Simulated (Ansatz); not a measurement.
# LaP (model cell, started as CsCl type): a soft mode frozen in, part 2 of 3

Wanted: the energy along a soft mode of LaP (model cell, started as CsCl type) and the structure at the end.

Ansatz 0.2.0; DFT PBE, scalar-relativistic, plane waves, PAW.

So far, highest frequency on the path or at a solved wavevector (cm⁻¹): step 2 (phonons on a q mesh) 269. Also lowest frequency on the path (cm⁻¹): step 2 -73.4.

The structure was built from a prototype and need not be the compound's stable phase.

## (4) The mode frozen in, largest atomic shift 0.45 Å

The atoms are moved along the unstable eigenvector, the largest shift by 0.45 Å, with the cell fixed.

Contents of input.yaml:

```yaml
crystal:
  lattice:
    - [-3.6414751386, 0.0, 0.0]
    - [0.0, 0.0, -7.2829502771]
    - [0.0, -7.2829502771, -3.6414751386]
  atoms:
    - { symbol: La, position: [0.1235762934, 0.75, 0.5] }
    - { symbol: La, position: [-0.1235762934, 0.25, 0.5] }
    - { symbol: La, position: [0.0, 0.5, 1.0] }
    - { symbol: La, position: [0.0, 1.0, 1.0] }
    - { symbol: P, position: [0.5, 0.625, 0.25] }
    - { symbol: P, position: [0.5, 0.125, 0.25] }
    - { symbol: P, position: [0.5, 0.375, 0.75] }
    - { symbol: P, position: [0.5, 0.875, 0.75] }
kpoints:
  mp_grid: { grid: [8, 6, 6] }
hamiltonian:
  xc: pbe
scf:
  occupations: { method: methfessel_paxton, width: 0.15 }
output:
  forces: true
  stress: true
  eigenvalues: true
```

Launch:

```
$ ansatz run input.yaml --threads 4 --pin off --max-ram 7168MiB --backend cpu --events-out ev --progress --plain --runs-dir out
```

Numbers of over 12 decimals in the logs are rounded to 6 here.

Log:

```text
[...]
Crystal: 8 atoms, lattice volume = 193.149 Å³
Basis set: ecut = 420 eV, 3753 PW (Γ), exchange–correlation on 50×100×120 points (8 copies of the dense FFT grid, shifted against one another)
Bands: 40, of which v1, the nominal top of the filled ones, is band 32 counted from 1 (31 counted from 0)
Symmetry: 8 space group operations
[...]
k-points: 65 of 288
[...]
k-point 0: bands = [... 28 lower, 10.6016, 10.7624, 11.0267, 11.1777, 11.4073, 11.4159, 11.8663, 12.2102, ... 4 higher]
  k-point 1: bands = [... 28 lower, 10.7735, 10.8076, 10.8515, 11.2738, 11.4471, 11.5345, 11.7676, 12.0251, ... 4 higher]
  k-point 2: bands = [... 28 lower, 10.6954, 10.8490, 11.0243, 11.0594, 11.5843, 11.6839, 11.7019, 11.9753, ... 4 higher]
  k-point 64: bands = [... 28 lower, 9.5645, 10.0438, 10.6419, 10.8391, 12.4029, 12.8932, 13.0308, 13.0809, ... 4 higher]
[key lines of the parts left out:]
SCF converged after 7 iterations
Free energy (F): -28033.046372 eV
Fermi energy:    11.259510 eV
P = ⅓ Tr σ = 1.2628 GPa (12.628 kbar)
```

The job ended after 9.9 s (4 threads of Arm Neoverse V2, shared host; peak memory 0.81 GiB).

Numbers from this step:

```
pressure                         : 1.263 GPa
energy from the undistorted cell : -28.32 meV/atom
```

The energy, extrapolated to zero smearing, is -28.32 meV/atom against the undistorted cell.

The run ends at a pressure of 1.26 GPa, with forces up to 0.33 eV/Å.

## (5) Energy along the mode, all amplitudes (two of the runs are shown above)

An imaginary frequency means negative curvature, so the energy should fall and then rise again as anharmonic terms take over.

This step gave:

```yaml
depth_at_the_lowest_point_sampled: 28.32 meV/atom
largest_atomic_shift_at_that_point: 0.45 Å
```

Table of energy from the parent by largest atomic shift:

```
largest atomic shift (Å)  energy from the parent (meV/atom)
                   0.000                                  0
                   0.040                             -0.511
                   0.080                              -2.01
                   0.140                              -5.92
                   0.220                              -13.2
                   0.320                              -22.1
                   0.450                              -28.3
                   0.600                              -20.2
```

Displacement at unit largest shift by atom:

```
atom  x (Å)  y (Å)  z (Å)  size
 La1  -1.00   0.00   0.00  1.00
 La2   1.00   0.00   0.00  1.00
 La3   0.00   0.00   0.00  0.00
 La4   0.00   0.00   0.00  0.00
  P5   0.00   0.00   0.00  0.00
  P6   0.00   0.00   0.00  0.00
  P7   0.00   0.00   0.00  0.00
  P8   0.00   0.00   0.00  0.00
```

The lowest of the steps tried is at 0.45 Å, 28.3 meV/atom below the parent; the bottom of the well need not coincide with a step.

## (6) Relaxing from the distorted cell

Starting from the lowest point found, all atoms and the cell are let go, so that strain and other modes of the same symmetry can join in.

Edit input.yaml of step 4 so:

```diff
@@ -24 +24,10 @@
   eigenvalues: true
+  write_density: true
+  write_potential: true
+  elf: true
+  volumetric_format: npy
+relax:
+  adjacent_minimum: "off"
+  f_tol: 0.002
+  max_steps: 120
+  cell: { stress_tol: 0.03 }
```

Log:

```text
[...]
Crystal: 8 atoms, lattice volume = 193.149 Å³
Basis set: ecut = 420 eV, 3753 PW (Γ), exchange–correlation on 50×100×120 points (8 copies of the dense FFT grid, shifted against one another)
Bands: 40, of which v1, the nominal top of the filled ones, is band 32 counted from 1 (31 counted from 0)
Symmetry: 8 space group operations
[...]
k-points: 65 of 288
[...]
SCF iter   1: F=—  HF=-28033.054166 eV  |F-HF|=—  |Δ(HF+E_count)|=         —  Δρ=4.75e-3  dr2=5.59e-2  ethr=1.77e-3  ⟨swp⟩=6.6  Hψ=12730  notcnv=0
[...]
SCF iter   7: F=-28033.046372 eV  HF=-28033.046372 eV  |F-HF|=2.44e-9  |Δ(HF+E_count)|=   3.01e-8  S|Δr|=    0.00e0  Δρ=1.80e-6  dr2=8.97e-9  ethr=1.56e-10  ⟨swp⟩=12.1  Hψ=19240  notcnv=0
SCF 1 converged in 7 iterations: F = -28033.046372 eV  dr2 = 8.97e-9
[...]
relax step   1: F+E_penalty+E_count = -28033.04637195 eV  Δ(F+E_penalty+E_count) = +0.000e0 eV  max|allowed force component| = 3.273e-1 eV/Å  Δτ_max = 0.0000 Å  P = +1.263 GPa  Ω = 193.149 Å³  (7 SCF iters, dr2 threshold 1.00e-7 eV, accepted)
Crystal: 8 atoms, lattice volume = 200.018 Å³
Basis set: ecut = 420 eV, 3885 PW (Γ), exchange–correlation on 50×100×120 points (8 copies of the dense FFT grid, shifted against one another)
[...]
SCF iter   6: F=-28033.035886 eV  HF=-28033.035886 eV  |F-HF|=1.01e-7  |Δ(HF+E_count)|=   6.98e-7  S|Δr|=    0.00e0  Δρ=9.53e-6  dr2=2.83e-7  ethr=1.25e-9  ⟨swp⟩=27.2  Hψ=31630  notcnv=0
the search or the solves at the SCF's close seem to have found levels that the self-consistency loop had missed (the run counts 2). By its estimate they hold under 1e-12 electrons; where the run keeps them, the occupations were computed again with them
SCF 2 converged in 6 iterations: F = -28033.035886 eV  dr2 = 2.83e-7
  Residual-converged pass: ⟨swp⟩=1.0  Hψ=2862  notcnv=0  max |occ|·‖R‖ = 7.0e-9 eV (tolerance 1.0e-8 eV)  dr2=2.83e-7  dr2_onsite=3.63e-8  max |Δocc| = 2.5e-10
[...]
relax step   2: F+E_penalty+E_count = -28033.03588579 eV  Δ(F+E_penalty+E_count) = +1.049e-2 eV  max|allowed force component| = 4.905e-1 eV/Å  Δτ_max = 0.1044 Å  P = -0.837 GPa  Ω = 200.018 Å³  energy of the carried Pulay correction = -3.965e-4 eV  (6 SCF iters, dr2 threshold 8.00e-7 eV, rejected (line search))
Crystal: 8 atoms, lattice volume = 197.070 Å³
Basis set: ecut = 420 eV, 3833 PW (Γ), exchange–correlation on 50×100×120 points (8 copies of the dense FFT grid, shifted against one another)
[...]
SCF iter  10: F=-28033.096784 eV  HF=-28033.096784 eV  |F-HF|=7.28e-12  |Δ(HF+E_count)|=  7.28e-12  S|Δr|=    0.00e0  Δρ=2.70e-8  dr2=1.73e-12  ethr=1.00e-12  ⟨swp⟩=20.1  Hψ=20194  notcnv=0
SCF 3 converged in 10 iterations: F = -28033.096784 eV  dr2 = 1.73e-12
relax step   3: F+E_penalty+E_count = -28033.09678383 eV  Δ(F+E_penalty+E_count) = -5.041e-2 eV  max|allowed force component| = 9.883e-2 eV/Å  Δτ_max = 0.0507 Å  P = +0.009 GPa  Ω = 197.070 Å³  energy of the carried Pulay correction = -2.281e-4 eV  (10 SCF iters, accepted)
[...]
relax step   4: F+E_penalty+E_count = -28033.09894583 eV  Δ(F+E_penalty+E_count) = -2.162e-3 eV  max|allowed force component| = 8.049e-2 eV/Å  Δτ_max = 0.0757 Å  P = +0.402 GPa  Ω = 197.434 Å³  energy of the carried Pulay correction = -2.489e-4 eV  (6 SCF iters, dr2 threshold 6.10e-7 eV, accepted)
[...]
relax step   5: F+E_penalty+E_count = -28033.10185773 eV  Δ(F+E_penalty+E_count) = -2.912e-3 eV  max|allowed force component| = 4.052e-3 eV/Å  Δτ_max = 0.0286 Å  P = +0.004 GPa  Ω = 197.956 Å³  energy of the carried Pulay correction = -2.789e-4 eV  (5 SCF iters, dr2 threshold 4.84e-7 eV, accepted)
[...]
relax step   6: F+E_penalty+E_count = -28033.10188027 eV  Δ(F+E_penalty+E_count) = -2.255e-5 eV  max|allowed force component| = 1.036e-3 eV/Å  Δτ_max = 0.0019 Å  P = -0.005 GPa  Ω = 198.016 Å³  energy of the carried Pulay correction = -2.824e-4 eV  (5 SCF iters, dr2 threshold 5.39e-9 eV, accepted)
[...]
SCF iter   5: F=-28033.102203 eV  HF=-28033.102203 eV  |F-HF|=7.28e-12  |Δ(HF+E_count)|=  4.00e-11  S|Δr|=    0.00e0  Δρ=3.74e-8  dr2=4.33e-12  ethr=1.00e-12  ⟨swp⟩=6.2  Hψ=11730  notcnv=0
SCF 7 converged in 5 iterations: F = -28033.102203 eV  dr2 = 4.33e-12
relax step   7: F+E_penalty+E_count = -28033.10220347 eV  Δ(F+E_penalty+E_count) = -3.232e-4 eV  max|allowed force component| = 1.035e-3 eV/Å  Δτ_max = 0.0000 Å  P = -0.001 GPa  Ω = 198.016 Å³  stress off target by 9.09e-3 GPa  SCF on the basis re-selected at this cell (its energy is not comparable with the rows above)  (5 SCF iters)
basis re-selected at this cell: Δ(F+E_penalty+E_count) = -3.232e-4 eV, ΔP = +0.003 GPa vs the last step (what re-selecting the basis moved, of the pressure what is left beyond the Pulay correction that the steps carried, after the strain that the cell walked since its last selection, with what the two solves' SCF thresholds leave and, on support functions, any second-order correction that the steps lacked; it is no m [...]
SCF converged after 5 iterations
[...]
Free energy (F): -28033.102203 eV
[...]
Internal energy: -28033.106291 eV  (E = F + TS)
E sigma→0 (E₀):  -28033.103225 eV
Entropy (-TS):   0.004087 eV (0.511 meV/atom)
Fermi energy:    10.923437 eV
[...]
--- Forces (eV/Å), atoms counted from 1 ---
  atom   1  La     0.00008945    -0.00000000    -0.00000000
  atom   2  La    -0.00008945     0.00000000     0.00000000
  atom   3  La    -0.00000000    -0.00000000     0.00000000
  atom   4  La     0.00000000    -0.00000000     0.00000000
  atom   5  P      0.00000000     0.00103487     0.00000000
  atom   6  P     -0.00000000     0.00103487     0.00000000
  atom   7  P      0.00000000    -0.00103487    -0.00000000
  atom   8  P      0.00000000    -0.00103487    -0.00000000
  max |Σ_I F_I| component: 5.92e-31 eV/Å
--- Stress (GPa, compression-positive) ---
       -0.000474       0.000000       0.000000
        0.000000       0.005600       0.000000
        0.000000       0.000000      -0.009090
  P = ⅓ Tr σ = -0.0013 GPa (-0.013 kbar)
--- Band table (eV; the first three rows and the last of 65) ---
  k-point 0: bands = [... 28 lower, 10.3350, 10.5406, 10.6216, 10.9706, 11.0307, 11.0345, 11.6271, 11.8992, ... 4 higher]
  k-point 1: bands = [... 28 lower, 10.5048, 10.5119, 10.5238, 10.9170, 11.1460, 11.2000, 11.5518, 11.7053, ... 4 higher]
  k-point 2: bands = [... 28 lower, 10.3762, 10.5669, 10.6863, 10.7485, 11.3507, 11.3779, 11.4216, 11.6476, ... 4 higher]
  k-point 64: bands = [... 28 lower, 9.2337, 9.6545, 10.2525, 10.4827, 12.1001, 12.5461, 12.6902, 12.6948, ... 4 higher]
--- Relaxed structure (6 steps of the walk, 5 accepted, 1 SCFs on fresh bases) ---
  F+E_penalty+E_count = -28033.10220347 eV   max|allowed force component| = 1.035e-3 eV/Å   (the final SCF, on the basis selected at the relaxed cell)
  cell:  # Å, volume = 198.0160 Å³
    - [-3.674417, 0, 0]
    - [0, 2.5170020277699202e-11, -7.332510]
    - [0, -7.349523, -3.666255]
  atoms:
    - { symbol: La, position: [0.150953, 0.75, 0.5] }
    - { symbol: La, position: [-0.150953, 0.250000, 0.5] }
    - { symbol: La, position: [-1.190948317612113e-19, 0.500000, 1.0] }
    - { symbol: La, position: [-1.1909483176121166e-19, 1.000000, 1.000000] }
    - { symbol: P, position: [0.5, 0.628568, 0.242863] }
    - { symbol: P, position: [0.5, 0.128568, 0.242863] }
    - { symbol: P, position: [0.5, 0.371432, 0.757137] }
    - { symbol: P, position: [0.5, 0.871432, 0.757137] }
```

Elapsed: 83 s, on 4 threads; peak memory 0.85 GiB; 5.5 min of CPU time.

The steps of the relaxation:

```
step  energy less that of the first step (eV)  largest force component (eV/Å)  pressure (GPa)  volume (Å³)
   1                                   0.0000                          0.3273            1.26       193.15
   2                                   0.0105                          0.4905           -0.84       200.02
   3                                  -0.0504                          0.0988            0.01       197.07
   4                                  -0.0526                          0.0805            0.40       197.43
   5                                  -0.0555                          0.0041            0.00       197.96
   6                                  -0.0555                          0.0010            0.00       198.02
  7*                                  -0.0558                          0.0010            0.00       198.02
```

Relaxation steps marked * repeat the geometry before them on a plane-wave basis chosen anew for their cell, so energy and pressure can jump there. Relaxation step 2 was tried and not accepted.

Forces are held to the 8 operations that the run works with; a distortion that breaks them can't arise in this run.

```
conventional cell, symmetrised  before   after  change
                         a (Å)   7.283   7.333  +0.7 %
                         b (Å)  14.566  14.699  +0.9 %
                         c (Å)   3.641   3.674  +0.9 %
              volume (Å³/atom)   24.14   24.75  +2.5 %
```

The atoms that moved most (Å, as changes of fractional coordinates times the final cell):

```
atom      dx      dy     dz  length
 La2   0.101   0.000  0.000   0.101
 La1  -0.101   0.000  0.000   0.101
  P8   0.000  -0.052  0.000   0.052
  P7   0.000  -0.052  0.000   0.052
  P6   0.000   0.052  0.000   0.052
  P5   0.000   0.052  0.000   0.052
```

This step gave:

```
pressure        : -0.001322 GPa
volume per atom : 24.75 Å³
```

Valence density in the ab plane of the conventional cell at fractional z = 0.500, with atoms of P within 0.2 Å of it. It is the smooth field of the valence electrons, not physical close to the nuclei.

Ten even steps from '0' (0.07 e/Å³) to '9' (0.65 e/Å³), each cell a mean:
```
00012211000001221100
01368874200136887420
02694288310269428831
02598797310259879731
11245643111124564311
21101111122110111112
21111111122111111112
01357864210135786421
02696498310269649831
02596598310259659831
00246753100024675310
00001110000000111000
00012211000001221100
01368874200136887420
02694288310269428831
02598797310259879731
11245643111124564311
21101111122110111112
21111111122111111112
01357864210135786421
02696498310269649831
02596598310259659831
00246753100024675310
00001110000000111000
```
Columns run along a (7.3 Å), rows up along b (14.7 Å), edges of the conventional cell, whose origin can differ from the input's. Atoms in or near the plane, at fractional coordinates: P at (0.25, 0.38), P at (0.75, 0.88), P at (0.25, 0.88), P at (0.75, 0.38), P at (0.25, 0.12), P at (0.75, 0.62), P at (0.25, 0.62), P at (0.75, 0.12).

Electrostatic potential energy in the ab plane of the conventional cell at fractional z = 0.500, with atoms of P within 0.2 Å of it. With pseudopotentials it is smooth inside the atoms' cores, unlike the true potential.

Ten even steps from '_' (-54 eV) to '@' (14 eV), each cell a mean:
```
@@@@@@@@@@@@@@@@@@@@@@@@@@@@@@@@@@@@@@@@
@@@@@@%%****##@@@@@@@@@@@@%%****##@@@@@@
@@@@%%==____::##@@@@@@@@%%==____::##@@@@
@@@@@@**::..==%%@@@@@@@@@@**::..==%%@@@@
@@@@@@@@%%%%@@@@@@@@@@@@@@@@%%%%@@@@@@@@
%%%%@@@@@@@@@@@@@@%%%%%%@@@@@@@@@@@@@@%%
%%@@@@@@@@@@@@@@@@%%%%@@@@@@@@@@@@@@@@%%
@@@@@@%%####%%@@@@@@@@@@@@%%####%%@@@@@@
@@@@%%++..__::##@@@@@@@@%%++..__::##@@@@
@@@@%%++..__--##@@@@@@@@%%++..__--##@@@@
@@@@@@@@%%##%%@@@@@@@@@@@@@@%%##%%@@@@@@
@@@@@@@@@@@@@@@@@@@@@@@@@@@@@@@@@@@@@@@@
@@@@@@@@@@@@@@@@@@@@@@@@@@@@@@@@@@@@@@@@
@@@@@@%%****##@@@@@@@@@@@@%%****##@@@@@@
@@@@%%==____::##@@@@@@@@%%==____::##@@@@
@@@@@@**::..==%%@@@@@@@@@@**::..==%%@@@@
@@@@@@@@%%%%@@@@@@@@@@@@@@@@%%%%@@@@@@@@
%%%%@@@@@@@@@@@@@@%%%%%%@@@@@@@@@@@@@@%%
%%@@@@@@@@@@@@@@@@%%%%@@@@@@@@@@@@@@@@%%
@@@@@@%%####%%@@@@@@@@@@@@%%####%%@@@@@@
@@@@%%++..__::##@@@@@@@@%%++..__::##@@@@
@@@@%%++..__--##@@@@@@@@%%++..__--##@@@@
@@@@@@@@%%##%%@@@@@@@@@@@@@@%%##%%@@@@@@
@@@@@@@@@@@@@@@@@@@@@@@@@@@@@@@@@@@@@@@@
```
Columns run along a (7.3 Å; values clipped at the 3rd and 97th percentile), rows up along b (14.7 Å), edges of the conventional cell, whose origin can differ from the input's. Atoms in or near the plane, at fractional coordinates: P at (0.25, 0.38), P at (0.75, 0.88), P at (0.25, 0.88), P at (0.75, 0.38), P at (0.25, 0.12), P at (0.75, 0.62), P at (0.25, 0.62), P at (0.75, 0.12).

ELF in the ab plane of the conventional cell at fractional z = 0.500, with atoms of P within 0.2 Å of it. It is the smooth field of the valence electrons, not physical close to the nuclei.

Ten even steps from '_' (0.04) to '@' (0.81), each cell a mean:
```
____::==++++++--..______::==++++++--..__
..==%%@@@@%%@@@@**::..==%%@@@@%%@@@@**::
::**@@%%::__++@@%%==::**@@%%::__++@@%%==
..++@@@@++==##@@##--..++@@@@++==##@@##--
__..++%%@@@@%%**--..__..++%%@@@@%%**--..
--::..::----::....::--::..::----::....::
::....--++++==::..::::....--++++==::..::
__::**@@@@@@@@%%==..__::**@@@@@@@@%%==..
::**@@%%--..**@@%%--::**@@%%--..**@@%%--
::**@@@@==::**@@%%==::**@@@@==::**@@%%==
..--##@@@@@@@@%%++....--##@@@@@@@@%%++..
____..--====--::________..--====--::____
____::==++++++--..______::==++++++--..__
..==%%@@@@%%@@@@**::..==%%@@@@%%@@@@**::
::**@@%%::__++@@%%==::**@@%%::__++@@%%==
..++@@@@++==##@@##--..++@@@@++==##@@##--
__..++%%@@@@%%**--..__..++%%@@@@%%**--..
--::..::----::....::--::..::----::....::
::....--++++==::..::::....--++++==::..::
__::**@@@@@@@@%%==..__::**@@@@@@@@%%==..
::**@@%%--..**@@%%--::**@@%%--..**@@%%--
::**@@@@==::**@@%%==::**@@@@==::**@@%%==
..--##@@@@@@@@%%++....--##@@@@@@@@%%++..
____..--====--::________..--====--::____
```
Columns run along a (7.3 Å), rows up along b (14.7 Å), edges of the conventional cell, whose origin can differ from the input's. Atoms in or near the plane, at fractional coordinates: P at (0.25, 0.38), P at (0.75, 0.88), P at (0.25, 0.88), P at (0.75, 0.38), P at (0.25, 0.12), P at (0.75, 0.62), P at (0.25, 0.62), P at (0.75, 0.12).

The distorted start has space group Cmme; the relaxation ends in Cmme.

## (7) The new phase in its own primitive cell

The relaxed structure is symmetrised, reduced to its primitive cell and relaxed tightly, as its phonons need.

Contents of input.yaml:

```yaml
crystal:
  lattice:
    - [3.6662549194, -7.3495226776, 0.0]
    - [3.6662549194, 7.3495226776, 0.0]
    - [0.0, 0.0, 3.6744172095]
  atoms:
    - { symbol: La, position: [0.25, 0.75, 0.8490467494] }
    - { symbol: La, position: [0.75, 0.25, 0.1509532506] }
    - { symbol: La, position: [0.5, 0.5, 0.0] }
    - { symbol: La, position: [0.0, 0.0, 0.0] }
    - { symbol: P, position: [0.8714316947, 0.6285683053, 0.5] }
    - { symbol: P, position: [0.3714316947, 0.1285683053, 0.5] }
    - { symbol: P, position: [0.1285683053, 0.3714316947, 0.5] }
    - { symbol: P, position: [0.6285683053, 0.8714316947, 0.5] }
kpoints:
  mp_grid: { grid: [6, 6, 8] }
hamiltonian:
  xc: pbe
scf:
  occupations: { method: methfessel_paxton, width: 0.15 }
output:
  forces: true
  stress: true
  eigenvalues: true
relax:
  adjacent_minimum: "off"
  f_tol: 0.001
  max_steps: 60
  cell: { stress_tol: 0.01 }
```

Log:

```text
[...]
Crystal: 8 atoms, lattice volume = 198.016 Å³
Basis set: ecut = 420 eV, 3833 PW (Γ), exchange–correlation on 120×120×50 points (8 copies of the dense FFT grid, shifted against one another)
Bands: 40, of which v1, the nominal top of the filled ones, is band 32 counted from 1 (31 counted from 0)
Symmetry: 8 space group operations
[...]
k-points: 65 of 288
[...]
- [0.0, 0.0, 3.674466]
  atoms:
    - { symbol: La, position: [0.250000, 0.750000, 0.849034] }
    - { symbol: La, position: [0.750000, 0.250000, 0.150966] }
    - { symbol: La, position: [0.500000, 0.500000, 0] }
    - { symbol: La, position: [0.0, 0.0, 0] }
    - { symbol: P, position: [0.871423, 0.628577, 0.500000] }
    - { symbol: P, position: [0.371423, 0.128577, 0.500000] }
    - { symbol: P, position: [0.128577, 0.371423, 0.500000] }
    - { symbol: P, position: [0.628577, 0.871423, 0.500000] }
[key lines of the parts left out:]
SCF converged after 5 iterations
Free energy (F): -28033.102204 eV
Fermi energy:    10.923694 eV
P = ⅓ Tr σ = -0.0000 GPa (-0.000 kbar)
```

Wall time 44 s (4 threads); peak memory 0.87 GiB.

Little changed from the start: no atom moved by 0.005 Å and no cell edge by 0.1 %.

Numbers from this step:

```
pressure : -8.48e-6 GPa
```

The largest force component left is 0.081 meV/Å and the pressure is 0.000 GPa, within the tolerances set. The cell now holds 24.75 Å³/atom.

[end of part 2 of 3]

[Logs are printed without paths, hosts, clocks, repeated set-up lines and the standing remarks that a program may print on its own settings, such as how far it seeks lower states.]

[Hosts, paths, dates, database ids (printed as entryN), source tags and the programs' standing remarks are cut or masked in the printed files.]
